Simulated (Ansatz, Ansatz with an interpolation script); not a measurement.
# Settings in Wannier-interpolated G0W0: Cs3GaF6 (Fm-3m), part 2 of 2

Wanted: errors and cost of interpolated bands of Cs3GaF6 (Fm-3m) under coarser or faulty settings.

Ansatz 0.2.0; maximally localised Wannier functions, LDA, plane waves, PAW; PAW set soft_1. Known limits of the many-body steps: not at the basis limit; no spin-orbit coupling; coarse k mesh.

So far. Step 4 (Wannier model on 8×8×8): Near the gap the model misses directly solved bands by 0.3 meV r.m.s. and by 3 meV at most in the window tested. This tests the starting bands, not the corrections carried with them.

**5. Wannier model on 4×4×4**

input.yaml reads:

```yaml
crystal:
  lattice:
    - [0.0, 4.7239, 4.7239]
    - [4.7239, 0.0, 4.7239]
    - [4.7239, 4.7239, 0.0]
  atoms:
    - { symbol: Cs, position: [0.75, 0.75, 0.75] }
    - { symbol: Cs, position: [0.25, 0.25, 0.25] }
    - { symbol: Cs, position: [0.0, 0.0, 0.0] }
    - { symbol: Ga, position: [0.5, 0.5, 0.5] }
    - { symbol: F, position: [0.2965, 0.7035, 0.7035] }
    - { symbol: F, position: [0.7035, 0.2965, 0.7035] }
    - { symbol: F, position: [0.7035, 0.2965, 0.2965] }
    - { symbol: F, position: [0.2965, 0.7035, 0.2965] }
    - { symbol: F, position: [0.7035, 0.7035, 0.2965] }
    - { symbol: F, position: [0.2965, 0.2965, 0.7035] }
kpoints:
  mp_grid: { grid: [4, 4, 4] }
hamiltonian:
  xc: lda
  pseudopotentials: { kind: paw, azcp: { folder: soft_1 }, xc_functional: pbe }
scf:
  occupations: { method: fixed }
  n_extra_bands: 112
output:
  wannier:
    kmesh: [4, 4, 4]
    projections:
      - { species: Cs, l: s, shell: 6 }
      - { species: Cs, l: p, shell: 5 }
      - { species: F, l: p, shell: 2 }
      - { species: Ga, l: s, shell: 4 }
      - { species: Ga, l: p, shell: 4 }
    minimise: true
    write_hr: true
    seedname: w
    conv_tol: 1.0e-06
    max_iter: 20000
    stability_check: false
    disentanglement:
      window: [-3.61, 17.65]
      frozen_window: [-3.61, 9.28]
      conv_tol: 1.0e-08
```

On the command line:

```bash
$ ansatz run input.yaml --threads 2 --pin off --max-ram 92160MiB --backend cuda --events-out ev --progress --plain --runs-dir out --devices 1 --max-vram 13GiB
```

Numbers of over 12 decimals in the logs are rounded to 6 here.

Log:

```text
[...]
GPUs: using 1 of 1 available (devices: 1).
[...]
GPU FFT provider: cuFFT
GPU libraries: cuBLAS 13.8.2, cuFFT 12.4.0, cuSOLVER 12.3.4
Crystal: 10 atoms, lattice volume = 210.830 Å³
Basis set: ecut = 420 eV, 4111 PW (Γ)
Bands: 153, of which v1, the nominal top of the filled ones, is band 41 counted from 1 (40 counted from 0)
Symmetry: 48 space group operations
[...]
k-points: 8 of 64
[...]
GPU buffer pool allocated for 91125 grid points (all kernels)
[...]
SCF iter   1: F=—  HF=-25009.152803 eV  |F-HF|=—  |Δ(HF+E_count)|=         —  Δρ=1.65e-1  dr2=5.11e1  ethr=3.10e-3  ⟨swp⟩=4.0  Hψ=4459  notcnv=0  defer=848
[...]
SCF iter   9: F=-24995.894183 eV  HF=-24995.894183 eV  |F-HF|=6.63e-8  |Δ(HF+E_count)|=   1.03e-6  Δρ=4.77e-6  dr2=9.70e-8  ethr=1.22e-10  ⟨swp⟩=15.5  Hψ=11959  notcnv=0
SCF 1 converged in 9 iterations: F = -24995.894183 eV  dr2 = 9.70e-8
[...]
SCF converged after 9 iterations
Free energy (F): -24995.894183 eV
[...]
Internal energy: -24995.894183 eV  (E = F + TS)
E sigma→0 (E₀):  -24995.894183 eV
Fermi energy:    1.850369 eV
[...]
--- Band table (eV; the first three rows and the last of 8) ---
  k-point 0: bands = [... 37 lower, 1.4485, 1.8112, 1.8112, 1.8112, 7.5751, 9.3462, 9.3462, 10.5097, ... 108 higher]
  k-point 1: bands = [... 37 lower, 1.5419, 1.7861, 1.8087, 1.8087, 8.2205, 9.7142, 9.7142, 10.0894, ... 108 higher]
  k-point 2: bands = [... 37 lower, 1.6693, 1.7583, 1.8504, 1.8504, 9.3413, 9.6240, 10.2120, 10.2695, ... 108 higher]
  k-point 7: bands = [... 37 lower, 1.5778, 1.6725, 1.7859, 1.7859, 9.2349, 9.5939, 9.5939, 10.3609, ... 108 higher]
[...]
```

Wall time 11 s (1 × NVIDIA H100 80GB HBM3 (shared by 6 runs) with 2 threads of AMD EPYC 7R13 (Zen 3), shared host); peak memory 1.2 GiB.

This step gave:

| Property | Result |
| --- | --- |
| gauge-invariant spread | 49.17 Å² |
| diagonal spread | 0.007210 Å² |
| off-diagonal spread | 6.745 Å² |
| total spread | 55.92 Å² |
| least projectability | 0.1438 |
| localisation steps | 38 |
| disentanglement steps | 79 |
| r.m.s. interpolation error | 8.81e-4 eV |
| r.m.s. error near the gap | 0.001058 eV |

Near the gap the model misses directly solved bands by 1.1 meV r.m.s. and by 17 meV at most in the window tested. This tests the starting bands, not the corrections carried with them.

Frozen up to 7.42 eV; above it the model need not follow the bands. The electronic bands at the labelled points (eV, zero at the valence-band top; v1 is the highest filled band, c1 the lowest empty one):

| point | v4 | v3 | v2 | v1 | c1 | c2 | c3 | c4 |
| --- | --- | --- | --- | --- | --- | --- | --- | --- |
| Γ | -0.40 | -0.04 | -0.04 | -0.04 | 5.72 | 9.27 | 11.60 | 11.85 |
| halfway | -0.26 | -0.08 | -0.08 | -0.04 | 6.54 | 8.72 | 10.42 | 11.00 |
| X | -0.31 | -0.17 | -0.17 | -0.05 | 7.26 | 8.45 | 9.31 | 9.38 |
| halfway | -0.29 | -0.17 | -0.15 | -0.04 | 7.30 | 8.50 | 9.20 | 9.42 |
| U | -0.24 | -0.15 | -0.11 | -0.04 | 7.35 | 8.69 | 8.85 | 9.66 |
| jump to K | -0.24 | -0.15 | -0.11 | -0.04 | 7.35 | 8.69 | 8.85 | 9.66 |
| halfway | -0.20 | -0.07 | -0.05 | -0.04 | 6.62 | 8.78 | 10.23 | 10.80 |
| Γ | -0.40 | -0.04 | -0.04 | -0.04 | 5.72 | 9.27 | 11.60 | 11.85 |
| halfway | -0.31 | -0.06 | -0.04 | -0.04 | 6.37 | 9.00 | 10.59 | 11.14 |
| L | -0.18 | -0.09 | 0.00 | 0.00 | 7.54 | 7.80 | 9.79 | 10.72 |
| halfway | -0.21 | -0.12 | -0.05 | -0.03 | 7.39 | 8.18 | 9.29 | 10.23 |
| W | -0.27 | -0.18 | -0.06 | -0.06 | 7.38 | 8.87 | 8.87 | 9.32 |
| halfway | -0.30 | -0.18 | -0.12 | -0.05 | 7.33 | 8.56 | 9.22 | 9.32 |
| X | -0.31 | -0.17 | -0.17 | -0.05 | 7.26 | 8.45 | 9.31 | 9.38 |

The same for Kohn-Sham, solved directly:

| point | v4 | v3 | v2 | v1 | c1 | c2 | c3 | c4 |
| --- | --- | --- | --- | --- | --- | --- | --- | --- |
| Γ | -0.40 | -0.04 | -0.04 | -0.04 | 5.72 | 7.50 | 7.50 | 8.66 |
| X | -0.31 | -0.17 | -0.17 | -0.05 | 7.26 | 7.66 | 7.87 | 8.15 |
| U | -0.24 | -0.15 | -0.11 | -0.04 | 7.34 | 7.73 | 7.97 | 8.22 |
| K | -0.24 | -0.15 | -0.11 | -0.04 | 7.34 | 7.73 | 7.97 | 8.22 |
| Γ | -0.40 | -0.04 | -0.04 | -0.04 | 5.72 | 7.50 | 7.50 | 8.66 |
| L | -0.18 | -0.09 | 0.00 | 0.00 | 7.49 | 7.77 | 8.36 | 8.42 |
| W | -0.27 | -0.18 | -0.06 | -0.06 | 7.38 | 7.74 | 7.74 | 8.51 |
| X | -0.31 | -0.17 | -0.17 | -0.05 | 7.26 | 7.66 | 7.87 | 8.15 |

**6. A faulty Wannier input**

Edit input.yaml of step 5 so:

```diff
@@ -27,8 +27,3 @@
     kmesh: [4, 4, 4]
-    projections:
-      - { species: Cs, l: s, shell: 6 }
-      - { species: Cs, l: p, shell: 5 }
-      - { species: F, l: p, shell: 2 }
-      - { species: Ga, l: s, shell: 4 }
-      - { species: Ga, l: p, shell: 4 }
+    projections: [{ species: Ga, l: p, shell: 4 }]
     minimise: true
```

Log:

```text
scf.n_extra_bands = 112 over 41 filled bands (N_el = 82.0): the run solves 153 bands
GPUs: using 1 of 1 available (devices: 1).
Engine: ansatz 0.2.0, x86_64-unknown-linux-gnu
Pseudopotentials: kind: paw
Pseudopotential: Cs, paw, valence charge 9, recommended cutoff 420 eV (normal), soft_1/Cs.paw.azcp
Pseudopotential: Ga, paw, valence charge 13, recommended cutoff 420 eV (normal), soft_1/Ga.paw.azcp
Pseudopotential: F, paw, valence charge 7, recommended cutoff 420 eV (normal), soft_1/F.paw.azcp
Functional definition: SPW92
  exchange = slater_x
  correlation = pw_c
device memory: the entry about to start is reckoned to put 3.6 GiB on a device that reports 39.6 GiB free (of which the cap on the GPU budget leaves the run 13.0 GiB)
GPU FFT provider: cuFFT
GPU libraries: cuBLAS 13.8.2, cuFFT 12.4.0, cuSOLVER 12.3.4
Crystal: 10 atoms, lattice volume = 210.830 Å³
Basis set: ecut = 420 eV, 4111 PW (Γ)
Bands: 153, of which v1, the nominal top of the filled ones, is band 41 counted from 1 (40 counted from 0)
Symmetry: 48 space group operations
Space group: Fm-3m (ITA 225), of the structure as read, at distance tolerance 6.0e-5 Å
k-points: 8 of 64
Non-local potential: Cs, projectors of the file, l = 0: 3, l = 1: 2, l = 2: 2, l = 3: 2
Non-local potential: Ga, projectors of the file, l = 0: 2, l = 1: 2, l = 2: 3, l = 3: 1
Non-local potential: F, projectors of the file, l = 0: 2, l = 1: 2, l = 2: 1
PAW form: soft (Blöchl's): semilocal exchange-correlation on the pseudo side does not see the compensation charge
[...]
NSCF: frozen V_eff on 11 k-points
the Wannier pass solved 11 of the 64 points of its mesh, and has the states at the others by symmetry: states obtained by the crystal's operations at points that were solved too leave a residual of 3.16e-13 eV (read by the count's bands and the next), within 6.67e-6 eV
SCF converged after 9 iterations
Free energy (F): -24995.894183 eV
Harris-Foulkes:  -24995.894183 eV  (|F-HF|=6.63e-8)
Internal energy: -24995.894183 eV  (E = F + TS)
E sigma→0 (E₀):  -24995.894183 eV
Fermi energy:    1.850369 eV
--- Per-component energies (eV) ---
  E_band       = -413.573513
  E_kinetic    = 1722.040154
  E_local      = -7556.749742  (includes V_loc(G=0)·N_el)
  E_nonlocal   = 527.145400
  E_hartree    = 3425.580197
  E_xc         = -1048.668129
  E_vxc        = -1055.038868  (∫ρ·V_xc dr)
  E_paw        = -17767.789482  (= ΣΔE_a)
  E_vpaw       = -902.107656  (= ΣTr[D̂ρ^β])
  E_aug_tail   = 0.004128  (compensation charges beyond the density's cutoff)
  E_ewald      = -4300.676379
  E_core_change = 3.219671  (= ΣΔE_core)
  E_smearing   = -0.000000  (= −TS)
  E_closure    = -0.000000  (closes the sum)
  Σ components = -24995.894183   (vs F -24995.894183, Δ=0.00e0)
--- Band table (eV; the first three rows and the last of 8) ---
  k-point 0: bands = [... 37 lower, 1.4485, 1.8112, 1.8112, 1.8112, 7.5751, 9.3462, 9.3462, 10.5097, ... 108 higher]
  k-point 1: bands = [... 37 lower, 1.5419, 1.7861, 1.8087, 1.8087, 8.2205, 9.7142, 9.7142, 10.0894, ... 108 higher]
  k-point 2: bands = [... 37 lower, 1.6693, 1.7583, 1.8504, 1.8504, 9.3413, 9.6240, 10.2120, 10.2695, ... 108 higher]
  k-point 7: bands = [... 37 lower, 1.5778, 1.6725, 1.7859, 1.7859, 9.2349, 9.5939, 9.5939, 10.3609, ... 108 higher]
WARN: one of the run's output files is refused, and neither it nor the files that depend on it are written in full: <dir> frozen window holds 28 > num_wann = 3 bands at ik = 0 (ik counts from 0, the k-points of the .win, .mmn and .eig files from 1)
```

The job ended after 8.9 s (1 × NVIDIA H100 80GB HBM3 (shared by 6 runs) with 2 threads; peak memory 1.2 GiB).

The run ended with an error after its SCF cycle had converged; no result of it is taken.

The fault put into this input: trial orbitals that do not span the target bands.

**7. G0W0: 4×4×4 mesh, 793 empty bands, screening to 140 eV, PAW set soft_1 files**

G0W0 replaces the xc potential by the self-energy, built once from these orbitals. Only a window of levels is corrected, while the sums run over the empty bands that the input names.

This step: G0W0 on LDA, plane waves, PAW; PAW set soft_1.

input.yaml, the sections that differ from step 6:

```yaml
scf:
  occupations: { method: fixed }
gw:
  n_empty_bands: 793
  ecut_chi: 140.0
  qp_bands: [v27, c1]
  screening: { model: contour_deformation }
# crystal, kpoints, hamiltonian: as in step 6
# output: removed
```

Log:

```text
GPUs: using 1 of 1 available (devices: 1).
[...]
GPU FFT provider: cuFFT
GPU libraries: cuBLAS 13.8.2, cuFFT 12.4.0, cuSOLVER 12.3.4
Crystal: 10 atoms, lattice volume = 210.830 Å³
Basis set: ecut = 420 eV, 4111 PW (Γ)
Bands: 51, of which v1, the nominal top of the filled ones, is band 41 counted from 1 (40 counted from 0)
Symmetry: 48 space group operations
[...]
k-points: 8 of 64
[...]
2    15     -3.4572   -23.6380     4.0554   -17.6215  0.7727    -5.5261    -5.4183  root ?
[...]
7    39      1.6727   -30.7985     5.7759   -23.1258  0.7706    -0.2726    -0.2240  root
     7    40      1.7861   -31.2209     5.7755   -23.5700  0.7709    -0.1358    -0.0893  root
     7    41      1.7861   -31.2209     5.7755   -23.5700  0.7709    -0.1358    -0.0893  root
     7    42      9.2351   -11.8616    -3.5195   -17.4746  0.8458    11.3578    11.3286  root
[key lines of the parts left out:]
SCF converged after 10 iterations
Free energy (F): -24995.894183 eV
Fermi energy:    1.850589 eV
```

Wall time 93 s (1 × NVIDIA H100 80GB HBM3 (shared by 6 runs) with 2 threads); peak memory 2.3 GiB.

The G0W0 gap on the mesh is 9.140 eV.

**8. G0W0: 2×2×2 mesh, 793 empty bands, screening to 140 eV, PAW set soft_1 files**

Edit input.yaml of step 7 so:

```diff
@@ -17,3 +17,3 @@
 kpoints:
-  mp_grid: { grid: [4, 4, 4] }
+  mp_grid: { grid: [2, 2, 2] }
 hamiltonian:
```

Log:

```text
GPUs: using 1 of 1 available (devices: 1).
[...]
GPU FFT provider: cuFFT
GPU libraries: cuBLAS 13.8.2, cuFFT 12.4.0, cuSOLVER 12.3.4
Crystal: 10 atoms, lattice volume = 210.830 Å³
Basis set: ecut = 420 eV, 4111 PW (Γ)
Bands: 51, of which v1, the nominal top of the filled ones, is band 41 counted from 1 (40 counted from 0)
Symmetry: 48 space group operations
[...]
k-points: 3 of 8
[...]
0    22     -2.3996   -22.2598     2.4670   -17.6455  0.8277    -4.5965    -4.5469  root
[...]
2    39      1.6819   -30.8516     5.7898   -23.1590  0.7704    -0.2699    -0.2209  root
     2    40      1.6819   -30.8516     5.7898   -23.1590  0.7704    -0.2699    -0.2209  root
     2    41      1.8075   -31.4633     5.9036   -23.6685  0.7688    -0.1320    -0.0838  root
     2    42      9.1104   -11.5137    -3.5569   -17.1370  0.8465    11.2057    11.1767  root
[key lines of the parts left out:]
SCF converged after 10 iterations
Free energy (F): -24995.885009 eV
Fermi energy:    1.853662 eV
```

Elapsed: 19 s, on 1 × NVIDIA H100 80GB HBM3 (shared by 6 runs) with 2 threads; peak memory 1.7 GiB.

The G0W0 gap on the mesh is 9.156 eV.

**9. G0W0: 4×4×4 mesh, 368 empty bands, screening to 84 eV, PAW set soft_1 files**

Edit input.yaml of step 8 so:

```diff
@@ -17,3 +17,3 @@
 kpoints:
-  mp_grid: { grid: [2, 2, 2] }
+  mp_grid: { grid: [4, 4, 4] }
 hamiltonian:
@@ -24,4 +24,4 @@
 gw:
-  n_empty_bands: 793
-  ecut_chi: 140.0
+  n_empty_bands: 368
+  ecut_chi: 84
   qp_bands: [v27, c1]
```

Log:

```text
GPUs: using 1 of 1 available (devices: 1).
[...]
GPU FFT provider: cuFFT
GPU libraries: cuBLAS 13.8.2, cuFFT 12.4.0, cuSOLVER 12.3.4
Crystal: 10 atoms, lattice volume = 210.830 Å³
Basis set: ecut = 420 eV, 4111 PW (Γ)
Bands: 51, of which v1, the nominal top of the filled ones, is band 41 counted from 1 (40 counted from 0)
Symmetry: 48 space group operations
[...]
k-points: 8 of 64
[...]
0    22     -2.4000   -22.2216     2.6594   -17.6460  0.8308    -4.3549    -4.3162  root
[...]
7    39      1.6727   -30.7985     5.8574   -23.1258  0.7747    -0.1872    -0.1425  root
     7    40      1.7861   -31.2209     5.8618   -23.5700  0.7751    -0.0455    -0.0030  root
     7    41      1.7861   -31.2209     5.8618   -23.5700  0.7751    -0.0455    -0.0030  root
     7    42      9.2351   -11.8616    -3.3498   -17.4746  0.8491    11.5337    11.4983  root
[key lines of the parts left out:]
SCF converged after 10 iterations
Free energy (F): -24995.894183 eV
Fermi energy:    1.850589 eV
```

Run time: 53 s. Hardware: 1 × NVIDIA H100 80GB HBM3 (shared by 6 runs) with 2 threads; peak memory 1.5 GiB; 77 s of CPU time.

The G0W0 gap on the mesh is 9.111 eV.

**10. G0W0: 4×4×4 mesh, 793 empty bands, screening to 140 eV, plasmon pole, PAW set soft_1 files**

Edit input.yaml of step 9 so:

```diff
@@ -24,5 +24,5 @@
 gw:
-  n_empty_bands: 368
-  ecut_chi: 84
+  n_empty_bands: 793
+  ecut_chi: 140.0
   qp_bands: [v27, c1]
-  screening: { model: contour_deformation }
+  screening: { model: godby_needs }
```

Log:

```text
GPUs: using 1 of 1 available (devices: 1).
[...]
GPU FFT provider: cuFFT
GPU libraries: cuBLAS 13.8.2, cuFFT 12.4.0, cuSOLVER 12.3.4
Crystal: 10 atoms, lattice volume = 210.830 Å³
Basis set: ecut = 420 eV, 4111 PW (Γ)
Bands: 51, of which v1, the nominal top of the filled ones, is band 41 counted from 1 (40 counted from 0)
Symmetry: 48 space group operations
[...]
k-points: 8 of 64
[...]
0    22     -2.4000   -22.2216     2.4131   -17.6460  0.8428    -4.5847    -4.5625  root
[...]
7    39      1.6727   -30.7985     5.7978   -23.1258  0.7866    -0.2307    -0.2020  root
     7    40      1.7861   -31.2209     5.8038   -23.5700  0.7862    -0.0885    -0.0610  root
     7    41      1.7861   -31.2209     5.8038   -23.5700  0.7862    -0.0885    -0.0610  root
     7    42      9.2351   -11.8616    -3.4497   -17.4746  0.8508    11.4172    11.3984  root
[key lines of the parts left out:]
SCF converged after 10 iterations
Free energy (F): -24995.894183 eV
Fermi energy:    1.850589 eV
```

Wall time 5 min (1 × NVIDIA H100 80GB HBM3 (shared by 6 runs) with 2 threads); peak memory 6.2 GiB; 8.6 min of CPU time.

The G0W0 gap on the mesh is 9.137 eV.

**11. Interpolated results**

Times are wall times on 1 × NVIDIA H100 80GB HBM3 (shared by 6 runs) with 2 threads of AMD EPYC 7R13 (Zen 3), shared host, good to a factor of about two.

| GW mesh | empty bands | cutoff (eV) | frequency | gap on mesh (eV) | gap over zone (eV) | direct gap (eV) | valence width (eV) | GW time |
| --- | --- | --- | --- | --- | --- | --- | --- | --- |
| 4×4×4 | 793 | 140 | contour deformation | 9.140 | 9.140 | 9.242 | 5.602 | 93 s |
| 2×2×2 | 793 | 140 | contour deformation | 9.156 | 9.158 | 9.260 | 5.616 | 19 s |
| 4×4×4 | 368 | 84 | contour deformation | 9.111 | 9.111 | 9.226 | 5.494 | 53 s |
| 4×4×4 | 793 | 140 | plasmon pole | 9.137 | 9.137 | 9.248 | 5.699 | 5 min |

**12. Results**

```json
{
 "4×4×4 mesh, 793 empty bands, screening to 140 eV, PAW set soft_1 files": "9.14 eV",
 "2×2×2 mesh, 793 empty bands, screening to 140 eV, PAW set soft_1 files": "9.16 eV",
 "4×4×4 mesh, 368 empty bands, screening to 84 eV, PAW set soft_1 files": "9.11 eV",
 "4×4×4 mesh, 793 empty bands, screening to 140 eV, plasmon pole, PAW set soft_1 files": "9.14 eV"
}
```

What this shows: The largest change, −0.03 eV in the gap over the zone, comes with 4×4×4 mesh, 368 empty bands, screening to 84 eV, PAW set soft_1 files. The first run is a reference, not a converged one, and where a row moves several settings no single cause can be named. Rows on another GW mesh add that mesh's corrections to the bands of the one model. With 2×2×2 mesh, 793 empty bands, screening to 140 eV, PAW set soft_1 files the gap over the zone moves by +0.02 eV and that on the mesh by +0.02 eV. With 4×4×4 mesh, 368 empty bands, screening to 84 eV, PAW set soft_1 files the gap over the zone moves by −0.03 eV and that on the mesh by −0.03 eV. With 4×4×4 mesh, 793 empty bands, screening to 140 eV, plasmon pole, PAW set soft_1 files the gap over the zone moves by −0.003 eV and that on the mesh by −0.003 eV. Gaps over the zone and on the mesh differ where an edge lies off the mesh, or where a GW run starts from another density: the starting gap over the zone is 5.725 eV, on the GW meshes it is 5.725 eV and 5.722 eV. The many-body steps are scalar-relativistic: spin-orbit coupling is not in them.

[Paths, hosts, dates, memory and timing lines, banners, echoed tables and standing remarks are left out of the program output.]

[Logs are printed without paths, hosts, clocks, repeated set-up lines and the standing remarks that a program may print on its own settings, such as how far it seeks lower states.]

[Runs of the session that timed out or met a known fault of the program may be left out.]

[Hosts, paths, dates, database ids (printed as entryN), source tags and the programs' standing remarks are cut or masked in the printed files.]
